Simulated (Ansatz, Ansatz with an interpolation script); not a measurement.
## G0W0 band structure of VCu3S4 (Sulvanite)

Aim: the G0W0 bands of VCu3S4 (Sulvanite) along the symmetry lines, with the gap off the mesh.

Main program and level: Ansatz 0.2.0; LDA, Wannier functions and G0W0, plane waves, PAW.

This is a report of a sequence of runs, with most program output left out.

In doubt: one-shot GW on d or f shells is unsure (step 4), so the values of those runs are not to be relied on.

### 1. The starting structure

The structure is cubic, space group P-43m (No. 215). Conventional cell: a = 5.391 Å, b = 5.391 Å, c = 5.391 Å, α = 90.00°, β = 90.00°, γ = 90.00°. Nearest to V lie 4 S at 2.21 Å. Nearest to Cu lie 4 S at 2.30 Å. S has 1 V at 2.21 Å and 3 Cu at 2.30 Å nearest. Farther neighbours and most contacts between anions are not listed.

The cell and positions come from the Crystallography Open Database and are kept as given unless a step says otherwise.

### 2. LDA bands

The cheap functional maps the bands first; the places of the edges decide which points the dearer methods must see.

This step: DFT, LDA, plane waves, PAW; PAW set soft_1.

Contents of input.yaml:

```yaml
crystal:
  lattice:
    - [5.3912, 0.0, 0.0]
    - [0.0, 5.3912, 0.0]
    - [0.0, 0.0, 5.3912]
  atoms:
    - { symbol: V, position: [0.0, 0.0, 0.0] }
    - { symbol: Cu, position: [0.5, 0.0, 0.0] }
    - { symbol: Cu, position: [0.0, 0.5, 0.0] }
    - { symbol: Cu, position: [0.0, 0.0, 0.5] }
    - { symbol: S, position: [0.2372, 0.2372, 0.2372] }
    - { symbol: S, position: [0.2372, 0.7628, 0.7628] }
    - { symbol: S, position: [0.7628, 0.7628, 0.2372] }
    - { symbol: S, position: [0.7628, 0.2372, 0.7628] }
kpoints:
  mp_grid: { grid: [4, 4, 4] }
  band_path:
    path:
      - [[0.0, 0.0, 0.0], [0.0, 0.5, 0.0], [0.5, 0.5, 0.0], [0.0, 0.0, 0.0], [0.5, 0.5, 0.5], [0.0, 0.5, 0.0]]
      - [[0.5, 0.5, 0.5], [0.5, 0.5, 0.0]]
    npoints: 10
hamiltonian:
  xc: lda
  pseudopotentials: { kind: paw, azcp: { folder: soft_1 }, xc_functional: pbe }
scf:
  occupations: { method: fermi_dirac, width: 0.02 }
  n_extra_bands: 83
output:
  eigenvalues: true
  forces: true
  stress: true
  fatbands: true
  write_density: true
  write_potential: true
  elf: true
  volumetric_format: npy
```

Started as:

```sh
$ ansatz run input.yaml --threads 2 --pin off --max-ram 92160MiB --backend cuda --events-out ev --progress --plain --runs-dir out --devices 1 --max-vram 13GiB
```

Elapsed: 17 s, on 1 × NVIDIA H100 80GB HBM3 (shared by 6 runs) with 2 threads of AMD EPYC 7R13 (Zen 3), shared host; peak memory 1 GiB.

This step gave:

```
pressure             : -5.555 GPa
filled bands         : 47
gap                  : 0.9860 eV
valence top at       : R
conduction bottom at : X
least direct gap     : 1.336 eV
```

The gap is indirect, with the least direct gap 0.35 eV higher. The pressure of -6 GPa says that this functional would shrink the cell; it is kept.

ELF in the ac plane at fractional y = 0.000, with atoms of V and Cu within 0.2 Å of it. It is the smooth field of the valence electrons, not physical close to the nuclei.

Ten even steps from '_' (0.01) to '@' (0.70), each cell a mean:
```
@@%%--::--::::**==::::--::++@@
**==::====::::::::::--++----++
::::==****--::::::::++**++--::
--==**##**==::..::--++##**++--
::::==++++--......::==++++--::
::::::::--..______..::--::::::
##::::::..__________..::::::==
@@--::::..__________....::::**
--::::::::..________..::::::::
::::::====--..____..--==--::::
----++****==::....--++****==--
::--++##**==::::::::++##**==::
------++++::::::::::==**==::--
@@##------::::--::::::==::==%%
@@@@--::--::--@@##::::--::**@@
```
Columns run along a (5.4 Å), rows up along c (5.4 Å). Atoms in or near the plane, at fractional coordinates: V at (0.00, 0.00), Cu at (0.50, 0.00), Cu at (0.00, 0.50).

Electrostatic potential energy in the ac plane at fractional y = 0.000, with atoms of V and Cu within 0.2 Å of it. With pseudopotentials it is smooth inside the atoms' cores, unlike the true potential.

Ten even steps from '_' (-60 eV) to '@' (12 eV), each cell a mean:
```
----**%%@@##::____==%%@@%%==--
==++##@@@@%%**====##@@@@%%**==
##%%@@@@@@@@%%%%%%@@@@@@@@%%%%
@@@@@@@@@@@@@@@@@@@@@@@@@@@@@@
%%%%@@@@@@@@@@@@@@@@@@@@@@@@%%
--++%%@@@@@@@@@@@@@@@@@@@@##==
__::**@@@@@@@@@@@@@@@@@@%%==__
__..**@@@@@@@@@@@@@@@@@@%%==__
..--##@@@@@@@@@@@@@@@@@@%%**::
**##@@@@@@@@@@@@@@@@@@@@@@%%##
@@@@@@@@@@@@@@@@@@@@@@@@@@@@@@
%%%%@@@@@@@@@@@@@@@@@@@@@@@@%%
++**%%@@@@@@##****%%@@@@@@##**
--==**%%@@##--..::++%%@@%%++--
----++%%@@**..____--%%@@##==--
```
Columns run along a (5.4 Å; values clipped at the 3rd and 97th percentile), rows up along c (5.4 Å). Atoms in or near the plane, at fractional coordinates: V at (0.00, 0.00), Cu at (0.50, 0.00), Cu at (0.00, 0.50).

### 3. Wannier functions (Cu:3d S:3p V:3d) on 8×8×8

Localised functions give a small Hamiltonian that interpolates between mesh points at no cost.

This step: maximally localised Wannier functions, LDA, plane waves, PAW; PAW set soft_1.

input.yaml, the sections that differ from step 2:

```yaml
kpoints:
  mp_grid: { grid: [4, 4, 4] }
scf:
  occupations: { method: fixed }
  n_extra_bands: 83
output:
  wannier:
    kmesh: [8, 8, 8]
    projections:
      - { species: Cu, l: d, shell: 3 }
      - { species: S, l: p, shell: 3 }
      - { species: V, l: d, shell: 3 }
    minimise: true
    write_hr: true
    seedname: w
    conv_tol: 1.0e-06
    max_iter: 20000
    stability_check: false
    disentanglement:
      window: [0.75, 11.64]
      frozen_window: [0.75, 8.64]
      conv_tol: 1.0e-08
# crystal, hamiltonian: as in step 2
```

Wall time 30 s (1 × NVIDIA H100 80GB HBM3 (shared by 6 runs) with 2 threads); peak memory 1.9 GiB.

This step gave:

```
gauge-invariant spread     : 35.15 Å²
diagonal spread            : 0.002078 Å²
off-diagonal spread        : 2.636 Å²
total spread               : 37.79 Å²
least projectability       : 0.6939
localisation steps         : 63
disentanglement steps      : 51
r.m.s. interpolation error : 1.58e-4 eV
r.m.s. error near the gap  : 2.72e-4 eV
```

Near the gap the model misses directly solved bands by 0.3 meV r.m.s. and by 5 meV at most in the window tested. This tests the starting bands, not the corrections carried with them.

Wannier functions, by row:

| function | x (Å) | y (Å) | z (Å) | spread (Å²) | nearest atom | distance (Å) |
| --- | --- | --- | --- | --- | --- | --- |
| 1 | 2.696 | 0 | 0 | 0.46 | Cu2 | 0 |
| 2 | 2.696 | 0 | 0 | 0.563 | Cu2 | 0 |
| 3 | 2.696 | 0 | 0 | 0.518 | Cu2 | 0 |
| 4 | 2.696 | 0 | 0 | 0.454 | Cu2 | 0 |
| 5 | 2.696 | 0 | 0 | 0.563 | Cu2 | 0 |
| 6 | 0 | 2.696 | 0 | 0.46 | Cu3 | 0 |
| 7 | 0 | 2.696 | 0 | 0.518 | Cu3 | 0 |
| 8 | 0 | 2.696 | 0 | 0.563 | Cu3 | 0 |
| 9 | 0 | 2.696 | 0 | 0.454 | Cu3 | 0 |
| 10 | 0 | 2.696 | 0 | 0.563 | Cu3 | 0 |
| 11 | 0 | 0 | 2.696 | 0.451 | Cu4 | 0 |
| 12 | 0 | 0 | 2.696 | 0.563 | Cu4 | 0 |
| 13 | 0 | 0 | 2.696 | 0.563 | Cu4 | 0 |
| 14 | 0 | 0 | 2.696 | 0.463 | Cu4 | 0 |
| 15 | 0 | 0 | 2.696 | 0.518 | Cu4 | 0 |
| 16 | 1.216 | 1.216 | 1.347 | 1.906 | S5 | 0.112 |
| 17 | 1.347 | 1.216 | 1.216 | 1.906 | S5 | 0.112 |
| 18 | 1.216 | 1.347 | 1.216 | 1.906 | S5 | 0.112 |
| 19 | 1.216 | 4.175 | 4.044 | 1.906 | S6 | 0.112 |
| 20 | 1.347 | 4.175 | 4.175 | 1.906 | S6 | 0.112 |
| 21 | 1.216 | 4.044 | 4.175 | 1.906 | S6 | 0.112 |
| 22 | 4.175 | 4.175 | 1.347 | 1.906 | S7 | 0.112 |
| 23 | 4.044 | 4.175 | 1.216 | 1.906 | S7 | 0.112 |
| 24 | 4.175 | 4.044 | 1.216 | 1.906 | S7 | 0.112 |
| 25 | 4.175 | 1.216 | 4.044 | 1.906 | S8 | 0.112 |
| 26 | 4.044 | 1.216 | 4.175 | 1.906 | S8 | 0.112 |
| 27 | 4.175 | 1.347 | 4.175 | 1.906 | S8 | 0.112 |
| 28 | 0 | 0 | 0 | 1.175 | V1 | 0 |
| 29 | 0 | 0 | 0 | 1.628 | V1 | 0 |
| 30 | 0 | 0 | 0 | 1.628 | V1 | 0 |
| 31 | 0 | 0 | 0 | 1.175 | V1 | 0 |
| 32 | 0 | 0 | 0 | 1.628 | V1 | 0 |

Frozen up to 1.79 eV; above it the model need not follow the bands. Electronic bands along the path, in eV, zero at the valence-band top:

| point | band 44 | band 45 | band 46 | band 47 | band 48 | band 49 | band 50 | band 51 |
| --- | --- | --- | --- | --- | --- | --- | --- | --- |
| Γ | -1.49 | -0.64 | -0.64 | -0.64 | 1.11 | 1.11 | 1.81 | 1.81 |
| halfway | -1.49 | -0.97 | -0.61 | -0.61 | 1.07 | 1.19 | 1.55 | 1.82 |
| X | -1.37 | -1.35 | -0.59 | -0.59 | 0.99 | 1.27 | 1.55 | 1.80 |
| halfway | -1.48 | -1.02 | -0.77 | -0.52 | 1.15 | 1.35 | 1.55 | 1.80 |
| M | -1.69 | -0.94 | -0.94 | -0.17 | 1.22 | 1.41 | 1.59 | 1.98 |
| halfway | -1.26 | -1.12 | -0.76 | -0.54 | 1.16 | 1.24 | 1.54 | 1.72 |
| Γ | -1.49 | -0.64 | -0.64 | -0.64 | 1.11 | 1.11 | 1.81 | 1.81 |
| halfway | -1.57 | -0.80 | -0.57 | -0.57 | 1.31 | 1.31 | 1.52 | 1.95 |
| R | -1.91 | 0.00 | 0.00 | 0.00 | 1.53 | 1.53 | 2.16 | 2.16 |
| halfway | -1.52 | -0.66 | -0.52 | -0.48 | 1.32 | 1.34 | 1.70 | 1.94 |
| X | -1.37 | -1.35 | -0.59 | -0.59 | 0.99 | 1.27 | 1.55 | 1.80 |
| jump to R | -1.91 | 0.00 | 0.00 | 0.00 | 1.53 | 1.53 | 2.16 | 2.16 |
| halfway | -1.69 | -0.48 | -0.48 | -0.08 | 1.27 | 1.56 | 1.81 | 2.08 |
| M | -1.69 | -0.94 | -0.94 | -0.17 | 1.22 | 1.41 | 1.59 | 1.98 |

The same for Kohn-Sham, solved directly:

| point | band 44 | band 45 | band 46 | band 47 | band 48 | band 49 | band 50 | band 51 |
| --- | --- | --- | --- | --- | --- | --- | --- | --- |
| Γ | -1.49 | -0.64 | -0.64 | -0.64 | 1.11 | 1.11 | 1.81 | 1.81 |
| X | -1.37 | -1.35 | -0.59 | -0.59 | 0.99 | 1.27 | 1.55 | 1.80 |
| M | -1.69 | -0.94 | -0.94 | -0.17 | 1.22 | 1.41 | 1.59 | 1.98 |
| Γ | -1.49 | -0.64 | -0.64 | -0.64 | 1.11 | 1.11 | 1.81 | 1.81 |
| R | -1.91 | 0.00 | 0.00 | 0.00 | 1.53 | 1.53 | 2.14 | 2.14 |
| X | -1.37 | -1.35 | -0.59 | -0.59 | 0.99 | 1.27 | 1.55 | 1.80 |
| R | -1.91 | 0.00 | 0.00 | 0.00 | 1.53 | 1.53 | 2.14 | 2.14 |
| M | -1.69 | -0.94 | -0.94 | -0.17 | 1.22 | 1.41 | 1.59 | 1.98 |

### 4. G0W0 at every point of the mesh: 4×4×4 mesh, 653 empty bands, screening to 150 eV, PAW set soft_1 files

G0W0 replaces the xc potential by the self-energy, built once from these orbitals. Only a window of levels is corrected, while the sums run over the empty bands that the input names.

This step: G0W0 on LDA, plane waves, PAW; PAW set soft_1.

input.yaml, the sections that differ from step 3:

```yaml
scf:
  occupations: { method: fixed }
gw:
  n_empty_bands: 653
  ecut_chi: 150.0
  qp_bands: [v27, c5]
  screening: { model: contour_deformation }
# crystal, kpoints, hamiltonian: as in step 3
# output: removed
```

Run time: 89 s. Hardware: 1 × NVIDIA H100 80GB HBM3 (shared by 6 runs) with 2 threads; peak memory 2.1 GiB.

Numbers from this step:

| Quantity | Value |
| --- | --- |
| bands summed | 700 |
| RPA ε∞ on this mesh (eigenvalues) | 7.296, 7.296, 7.296 |
| plane waves in the screening matrix | 619 |
| q-points in the mesh | 64 |
| G0W0 gap on the mesh | 2.083 eV |
| k of the valence top | -0.5, -0.5, -0.5 |
| k of the conduction bottom | 0, 0, -0.5 |
| starting gap on the mesh | 0.9860 eV |
| Z at the valence top | 0.6973 |
| Z at the conduction bottom | 0.6781 |
| least direct G0W0 gap on the computed points | 2.421 eV |

The gap on the mesh goes from 0.99 eV to 2.08 eV, a correction of +1.10 eV. Between the two edge states, bare exchange in place of the xc potential would open the gap by 10.13 eV, and correlation takes back 9.03 eV.

### 5. Interpolating the corrections

A script adds the corrections, carried to the Wannier functions and back, to the LDA levels, along the path and on a 9×9×9 mesh.

```
G0W0 gap over the zone     : 2.083 eV
valence top at             : R
conduction bottom at       : X
starting gap over the zone : 0.986 eV
least direct G0W0 gap      : 2.421 eV
G0W0 gap on the mesh       : 2.083 eV
valence width, start       : 5.953 eV
valence width, G0W0        : 5.906 eV
gap by a rigid shift       : 2.083 eV
```

Levels solved directly plus the interpolated quasiparticle correction. Limits: finite bands, cutoff and mesh; no spin polarisation; d shell near the gap, gap tends to lie low. Quasiparticle bands along the path, in eV, zero at the valence-band top of each set:

| point | band 44 | band 45 | band 46 | band 47 | band 48 | band 49 |
| --- | --- | --- | --- | --- | --- | --- |
| Γ | -1.31 | -0.33 | -0.33 | -0.33 | 2.29 | 2.29 |
| halfway | -1.30 | -0.66 | -0.43 | -0.43 | 2.19 | 2.39 |
| X | -1.17 | -1.06 | -0.51 | -0.51 | 2.08 | 2.47 |
| halfway | -1.19 | -0.94 | -0.66 | -0.49 | 2.28 | 2.44 |
| M | -1.41 | -0.87 | -0.87 | -0.18 | 2.39 | 2.44 |
| halfway | -1.06 | -0.98 | -0.62 | -0.36 | 2.31 | 2.34 |
| Γ | -1.31 | -0.33 | -0.33 | -0.33 | 2.29 | 2.29 |
| halfway | -1.33 | -0.78 | -0.42 | -0.42 | 2.39 | 2.39 |
| R | -1.57 | 0.00 | 0.00 | 0.00 | 2.51 | 2.51 |
| halfway | -1.25 | -0.58 | -0.47 | -0.46 | 2.38 | 2.40 |
| X | -1.17 | -1.06 | -0.51 | -0.51 | 2.08 | 2.47 |
| jump to R | -1.57 | 0.00 | 0.00 | 0.00 | 2.51 | 2.51 |
| halfway | -1.43 | -0.45 | -0.45 | -0.09 | 2.33 | 2.54 |
| M | -1.41 | -0.87 | -0.87 | -0.18 | 2.39 | 2.44 |

The same for LDA:

| point | band 44 | band 45 | band 46 | band 47 | band 48 | band 49 |
| --- | --- | --- | --- | --- | --- | --- |
| Γ | -1.49 | -0.64 | -0.64 | -0.64 | 1.11 | 1.11 |
| X | -1.37 | -1.35 | -0.59 | -0.59 | 0.99 | 1.27 |
| M | -1.69 | -0.94 | -0.94 | -0.17 | 1.22 | 1.41 |
| Γ | -1.49 | -0.64 | -0.64 | -0.64 | 1.11 | 1.11 |
| R | -1.91 | 0.00 | 0.00 | 0.00 | 1.53 | 1.53 |
| X | -1.37 | -1.35 | -0.59 | -0.59 | 0.99 | 1.27 |
| R | -1.91 | 0.00 | 0.00 | 0.00 | 1.53 | 1.53 |
| M | -1.69 | -0.94 | -0.94 | -0.17 | 1.22 | 1.41 |

Minima of the lowest conduction band, from levels solved directly at the displaced points, plus the interpolated correction; masses are left empty at degenerate points, on flat bands and where the interpolated correction rules the curvature; G0W0 masses are rough. Conduction valleys, by row:

| point | k (reciprocal lattice) | valleys in the zone | G0W0 level above the valence top (eV) | LDA level above the valence top (eV) | G0W0 principal masses (m_e) | LDA principal masses (m_e) |
| --- | --- | --- | --- | --- | --- | --- |
| X | 0.000 -0.500 0.000 | 3 | 2.083 | 0.986 | 0.982 0.982 2.561 | 1.357 1.357 3.285 |
| - | 0.500 -0.500 0.172 | 6 | 2.312 | 1.201 | 1.495 6.075 6.084 | 1.238 3.961 3.965 |

Second differences of levels solved directly at the displaced points, plus the interpolated correction, at the quasiparticle band edges; no spin-orbit coupling; left empty where the band is flat or the interpolated correction rules the curvature. Effective masses, by row:

| carrier | point | Cartesian direction | band | LDA mass (m_e) | G0W0 mass (m_e) |
| --- | --- | --- | --- | --- | --- |
| hole | R | 100 | 47 | 3.127 | 3.057 |
| hole | R | 100 | 46 | 0.509 | 0.532 |
| hole | R | 100 | 45 | 0.509 | 0.532 |
| hole | R | 010 | 47 | 3.127 | 3.057 |
| hole | R | 010 | 46 | 0.509 | 0.532 |
| hole | R | 010 | 45 | 0.509 | 0.532 |
| hole | R | 001 | 47 | 3.127 | 3.057 |
| hole | R | 001 | 46 | 0.509 | 0.532 |
| hole | R | 001 | 45 | 0.509 | 0.532 |
| hole | R | 110 | 47 | 1.092 | 1.101 |
| hole | R | 110 | 46 | 0.731 | 0.771 |
| hole | R | 110 | 45 | 0.509 | 0.532 |
| hole | R | 111 | 47 | 0.897 | 0.908 |
| hole | R | 111 | 46 | 0.638 | 0.671 |
| hole | R | 111 | 45 | 0.638 | 0.671 |
| electron | X | 100 | 48 | 1.355 | 0.979 |
| electron | X | 010 | 48 | 3.66 | 2.781 |
| electron | X | 001 | 48 | 1.355 | 0.979 |
| electron | X | 110 | 48 | 2.011 | 1.466 |
| electron | X | 111 | 48 | 1.736 | 1.26 |

Wannier model on a dense mesh, Gaussian width 0.15 eV. Limits: finite bands, cutoff and mesh; no spin polarisation; d shell near the gap, gap tends to lie low. The density of states by energy, zero at the valence-band top of each set; read off at these points; values in states/eV/cell:

| energy (eV) | G0W0 | LDA |
| --- | --- | --- |
| -7.00 | 0 | 0 |
| -6.70 | 0 | 0 |
| -6.30 | 6.5e-5 | 4.0e-4 |
| -6.00 | 0.200 | 0.440 |
| -5.60 | 7.70 | 8.04 |
| -5.30 | 6.11 | 5.78 |
| -5.00 | 3.64 | 4.48 |
| -4.60 | 6.29 | 5.80 |
| -4.30 | 6.80 | 18.8 |
| -4.10 | 18.6 | 15.7 |
| -4.00 | 17.5 | 15.0 |
| -3.60 | 10.7 | 7.73 |
| -3.30 | 11.9 | 7.30 |
| -2.90 | 0.156 | 4.94 |
| -2.60 | 4.74 | 21.4 |
| -2.30 | 24.2 | 18.8 |
| -2.20 | 30.8 | 14.2 |
| -1.90 | 14.0 | 14.3 |
| -1.60 | 16.1 | 11.2 |
| -1.30 | 11.2 | 4.62 |
| -0.90 | 4.52 | 4.57 |
| -0.60 | 7.96 | 10.5 |
| -0.50 | 10.2 | 8.07 |
| -0.20 | 3.32 | 2.16 |
| 0.00 | 0.584 | 0.558 |
| 0.10 | 0.148 | 0.143 |
| 0.40 | 0 | 0 |
| 0.80 | 0 | 0.0777 |
| 1.10 | 0 | 6.16 |
| 1.40 | 0 | 8.76 |
| 1.80 | 0.00404 | 9.99 |
| 2.10 | 1.91 | 5.07 |
| 2.40 | 13.6 | 0.0361 |
| 2.50 | 12.8 | 0.00182 |
| 2.80 | 12.0 | 0 |

Corrections by starting level (eV, on the run's own energy scale, so only their differences matter):

| start | correction |
| --- | --- |
| -5.95 | −0.18 |
| -5.44 | −0.28 |
| -4.64 | −0.24 |
| -3.86 | −0.14 |
| -3.57 | −0.08 |
| -3.00 | −0.30 |
| -2.19 | +0.04 |
| -1.91 | +0.10 |
| -1.73 | −0.02 |
| -1.49 | −0.03 |
| -0.80 | −0.21 |
| -0.52 | −0.18 |
| 0.00 | −0.23 |
| 0.99 | +0.87 |
| 1.19 | +0.97 |
| 1.55 | +0.80 |
| 1.81 | +0.57 |
| 2.14 | +0.73 |

### 6. HSE06 bands, for comparison

This step: DFT, HSE06, plane waves, PAW; PAW set soft_1.

input.yaml, as its differences from that of step 4:

```diff
@@ -16,11 +16,14 @@
   mp_grid: { grid: [4, 4, 4] }
+  band_path:
+    path:
+      - [[0.0, 0.0, 0.0], [0.0, 0.5, 0.0], [0.5, 0.5, 0.0], [0.0, 0.0, 0.0], [0.5, 0.5, 0.5], [0.0, 0.5, 0.0]]
+      - [[0.5, 0.5, 0.5], [0.5, 0.5, 0.0]]
+    npoints: 10
 hamiltonian:
-  xc: lda
-  pseudopotentials: { kind: paw, azcp: { folder: soft_1 }, xc_functional: pbe }
+  xc: hse06
+  pseudopotentials: { kind: paw, azcp: { folder: soft_1 } }
 scf:
   occupations: { method: fixed }
-gw:
-  n_empty_bands: 653
-  ecut_chi: 150.0
-  qp_bands: [v27, c5]
-  screening: { model: contour_deformation }
+  n_extra_bands: 6
+output:
+  eigenvalues: true
```

The job ended after 3.7 min (1 × NVIDIA H100 80GB HBM3 (shared by 6 runs) with 2 threads; peak memory 1.5 GiB; 6.8 min of CPU time).

This step gave:

```
filled bands         : 47
gap                  : 2.019 eV
valence top at       : R
conduction bottom at : X
least direct gap     : 2.358 eV
```

The gap stands +1.03 eV against LDA.

### 7. Summary of results

```json
{
 "LDA gap": "0.99 eV",
 "G0W0 gap over the zone": "2.08 eV, indirect",
 "least direct G0W0 gap, in the model": "2.42 eV",
 "GW settings": "4×4×4 mesh, 653 empty bands, screening to 150 eV, PAW set soft_1 files",
 "known limits": "not at the basis limit; no spin polarisation; d shell near the gap, gap tends to lie low; coarse k mesh"
}
```

**Reading.** The Wannier model follows the LDA bands to under 1 meV r.m.s. near the gap. The G0W0 gap over the zone is 2.08 eV, indirect, from R to X; on the mesh alone it is 2.08 eV, nearly the same. The valence width in the model goes from 5.95 eV to 5.91 eV. At the band edge the lightest electron mass is 1.4 m_e at the start and 0.98 m_e in G0W0; the G0W0 masses rest on corrections from the 4×4×4 mesh alone and are rough. HSE06 gives a gap of 2.02 eV on the same path. Bands and cutoff are finite, so the gap is not at the basis limit. The miss can reach some tenths of an eV and take either sign; the mesh is an error of its own. Above the frozen window of the model the interpolated levels need not meet the computed ones, even at points of the mesh. The 4×4×4 mesh is coarse for this cell (its supercell is 22 Å along the shortest edge). The RPA ε∞ on it, from the LDA start, is 7.30; such meshes misread the long-range screening, most where the gap is narrow. The runs have no spin polarisation. For a closed low-spin shell that is the natural state; where a d or f shell is open it is a constraint, and the gap is then not the crystal's own. A d shell, filled or nearly so, lies near the gap. One-shot GW converges very slowly in bands there, not always from below, and on a semilocal start the gap tends to come out low; starts rich in exact exchange can overshoot instead.

[Paths, hosts, dates, memory and timing lines, banners, echoed tables and standing remarks are left out of the program output.]

[Logs are printed without paths, hosts, clocks, repeated set-up lines and the standing remarks that a program may print on its own settings, such as how far it seeks lower states.]

[Runs of the session that timed out or met a known fault of the program may be left out.]

[Hosts, paths, dates, database ids (printed as entryN), source tags and the programs' standing remarks are cut or masked in the printed files.]
